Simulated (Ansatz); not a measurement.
# Dielectric function and optical constants of LiF (Griceite), part 2 of 2

What colour and refractive index does LiF (Griceite) have at this level of theory?

Ansatz 0.2.0; DFT, PBE, plane-wave PAW, default files, scalar-relativistic, independent-particle optical response without local fields.

So far. Step 2 (Ground state and bands): There is a gap, 9.09 eV on the path, so no carriers' term is needed. The cell is left with a pressure of 2.1 GPa, as it stands unrelaxed at this level.

**3. Spectrum (continued)**

Reflectivity at normal incidence, any direction against photon energy; read off at these points:

```csv
photon energy (eV),"reflectivity at normal incidence, any direction (%)"
0.00,3.31
0.50,3.31
1.00,3.33
1.50,3.35
2.00,3.39
2.50,3.43
3.00,3.49
3.50,3.56
4.00,3.65
4.50,3.76
5.00,3.89
5.50,4.04
6.00,4.23
6.50,4.45
7.00,4.73
7.50,5.10
8.00,5.58
8.50,6.30
9.00,7.78
9.50,8.89
10.00,9.50
10.50,10.7
11.00,14.3
11.15,14.9
11.50,13.6
12.00,11.4
12.50,9.44
13.00,7.52
13.50,5.94
14.00,4.32
14.50,3.05
15.00,2.41
15.50,3.15
16.00,6.33
16.50,7.18
17.00,15.8
17.10,16.6
17.50,9.61
18.00,3.30
18.50,7.27
19.00,10.4
19.50,20.9
19.90,22.5
20.00,22.3
20.50,18.0
21.00,25.7
21.50,41.2
22.00,58.0
```

Optical constants at common wavelengths, from n + ik = √ε:

```csv
wavelength (nm),n,k,R (%),1/α
1064,1.45,0.000,3.3,over 1 mm
800,1.45,0.000,3.4,over 1 mm
450,1.46,0.000,3.5,over 1 mm
405,1.46,0.000,3.5,over 1 mm
365,1.46,0.000,3.5,over 1 mm
308,1.47,0.000,3.7,over 1 mm
248,1.49,0.000,3.9,over 1 mm
```

A film 1 µm thick would pass 93 % of daylight and look colourless in transmission (x = 0.313, y = 0.329).

The f-sum over the summed bands holds 5.2 of the cell's 10 electrons outside the frozen cores, 4 of which lie in bands more than 12 eV below the Fermi level, whose transitions come at higher energies. Up to 22 eV the strength has a mean oscillator energy of 15.9 eV, and these transitions give 80 % of ε∞ − 1 along x; the rest comes from higher ones.

**4. Static response with local fields**

A static field by perturbation theory: the induced potential is included, and the Born charges come with it.

This step: DFT, PBE, plane-wave PAW, default files, scalar-relativistic, static field response by perturbation theory with local fields (Ansatz 0.2.0).

Contents of input.yaml:

```yaml
crystal:
  lattice:
    - [0.0, 2.014, 2.014]
    - [2.014, 0.0, 2.014]
    - [2.014, 2.014, 0.0]
  atoms:
    - { symbol: F, position: [0.5, 0.5, 0.5] }
    - { symbol: Li, position: [0.0, 0.0, 0.0] }
kpoints:
  mp_grid: { grid: [10, 10, 10] }
scf:
  occupations: { method: fixed }
hamiltonian:
  xc: pbe
  pseudopotentials: { kind: paw }
dielectric: {}
```

Started as:

```console
$ ansatz run input.yaml --threads 4 --pin off --max-ram 8192MiB --backend cpu --events-out ev --progress --plain --runs-dir out
```

The log of the run:

```text
[...]
Crystal: 2 atoms, lattice volume = 16.338 Å³
Basis set: ecut = 420 eV, 331 PW (Γ), exchange–correlation on 40×40×40 points (8 copies of the dense FFT grid, shifted against one another)
Bands: 9, of which v1, the nominal top of the filled ones, is band 5 counted from 1 (4 counted from 0)
Symmetry: 48 space group operations
k-points: 102 of 1000 (irreducible under 8 space group operations, time reversal used)
[...]
SCF iter   1: F=—  HF=-1016.167597 eV  |F-HF|=—  |Δ(HF+E_count)|=         —  Δρ=5.40e-4  dr2=1.00e-5  ethr=1.77e-3  ⟨swp⟩=3.9  Hψ=5244  notcnv=0  defer=167
[...]
SCF iter   9: F=-1016.167588 eV  HF=-1016.167588 eV  |F-HF|=4.89e-12  |Δ(HF+E_count)|=  1.66e-10  Δρ=2.33e-7  dr2=5.80e-12  ethr=1.00e-12  ⟨swp⟩=1.9  Hψ=3620  notcnv=0
SCF 1 converged in 9 iterations: F = -1016.167588 eV  dr2 = 5.80e-12
[...]
DFPT response loops at Γ: preconditioner auto → none (the input reference at scf.mixing.eps_inf says where Resta's filter doesn't serve); β = 0.50; Broyden in place of MSR1
SCF converged after 9 iterations
Free energy (F): -1016.167588 eV
[...]
Internal energy: -1016.167588 eV  (E = F + TS)
E sigma→0 (E₀):  -1016.167588 eV
Fermi energy:    0.998141 eV
[...]
--- Band table (eV; the first three rows and the last of 102) ---
[...]
--- Dielectric response (ions clamped): 1 representative field direction + reference, on 102 of 1000 k-points (Σ response iterations 6) ---
  k mesh reduced under 8 symmetry operations, with k and −k counted as one. Each operation leaves every solved perturbation unchanged. A smaller set is not considered because the run solves the response to a homogeneous field
  ε∞ (high-frequency dielectric tensor):
        2.057915    -0.000000    -0.000000
       -0.000000     2.057915    -0.000000
        0.000000     0.000000     2.057915
  Born effective charges Z* (e; rows j = field, columns β = displacement):
    site 0:
        -1.05117   -0.00000    0.00000
         0.00000   -1.05117   -0.00000
         0.00000    0.00000   -1.05117
    site 1:
         1.05117    0.00000    0.00000
        -0.00000    1.05117    0.00000
         0.00000   -0.00000    1.05117
  Z* charge neutrality: 1.591e-5 e pre-enforcement
  k-mesh period / interband length: 28.5 Å / 0.76 Å = 37.24 at k = (0.0000, 0.0000, -0.5000), direct gap 11.023 eV — 14 or more, which is no proof of convergence
```

Elapsed: 1.4 s, on 4 threads of Intel Xeon 6975P-C (Granite Rapids), shared host; peak memory 0.37 GiB; 4 s of CPU time.

This step gave:

- electronic dielectric constant ε∞, mean of the axes: 2.058

ε∞ with local fields:

```
2.06 0.00 0.00
0.00 2.06 0.00
0.00 0.00 2.06
```

Diagonal elements. Born, by row:

```csv
atom,Z*xx (e),Z*yy (e),Z*zz (e)
F1,-1.051,-1.051,-1.051
Li2,1.051,1.051,1.051
```

Mean Born charges are F -1.05 and Li +1.05, against formal valences of -1 and +1. They lie near the ionic values.

**5. Outcome**

- gap on the path: 9.09 eV
- least direct gap on the path: 9.09 eV
- electronic dielectric constant ε∞, mean of the axes (independent particles): 2.09
- absorption onset, first axis (α over 10⁴ cm⁻¹, or the direct gap if that lies higher): 9.09 eV
- main peak of Im epsilon, first axis: 19.5 eV
- electronic dielectric constant ε∞, mean of the axes (static response with local fields): 2.06

At this level (PBE, independent particles) LiF has ε∞ = 2.09 (2.06 with local fields) and n = 1.45 at 1550 nm; absorption sets in near 9.1 eV, and Im ε peaks at 19.5 eV. The gap on the path is direct, 9.09 eV. Lines 0.2 eV wide carry a tail of absorption under the direct gap, past the threshold already at 8.96 eV. Absorption is strong from the direct gap on, 9.09 eV, in the ultraviolet, so the visible is passed. Im ε has its chief maxima at 11.24 eV (2.8), 17.06 eV (3.1), 19.52 eV (4.1) and 20.99 eV (3.2). The f-sum over the summed bands holds 5.2 of the cell's 10 electrons outside the frozen cores, 4 of which lie in bands more than 12 eV below the Fermi level, whose transitions come at higher energies. Up to 22 eV the strength has a mean oscillator energy of 15.9 eV, and these transitions give 80 % of ε∞ − 1 along x; the rest comes from higher ones. A film 1 µm thick would pass 93 % of daylight and look colourless in transmission (x = 0.313, y = 0.329). With local fields and the functional's kernel the static response is 2.06 against 2.09 for independent particles (-1 %). In the base spectrum excitons and phonon-assisted transitions are missing, and so are local fields; PBE gaps are as a rule too small, which pulls the onset down and ε∞ up. In the base run ε includes the program's bounded estimate of what the bands above those summed add.

[Long decimals in the printed logs are rounded to 6 places.]

[Logs are printed without paths, hosts, clocks, repeated set-up lines and the standing remarks that a program may print on its own settings, such as how far it seeks lower states.]

[Hosts, paths, dates, database ids (printed as entryN), source tags and the programs' standing remarks are cut or masked in the printed files.]

[Where the starting crystal was built by hand or by swapping elements, it need not be the compound's stable phase.]

[The count of steps not shown may lack steps that the program refused or didn't finish.]
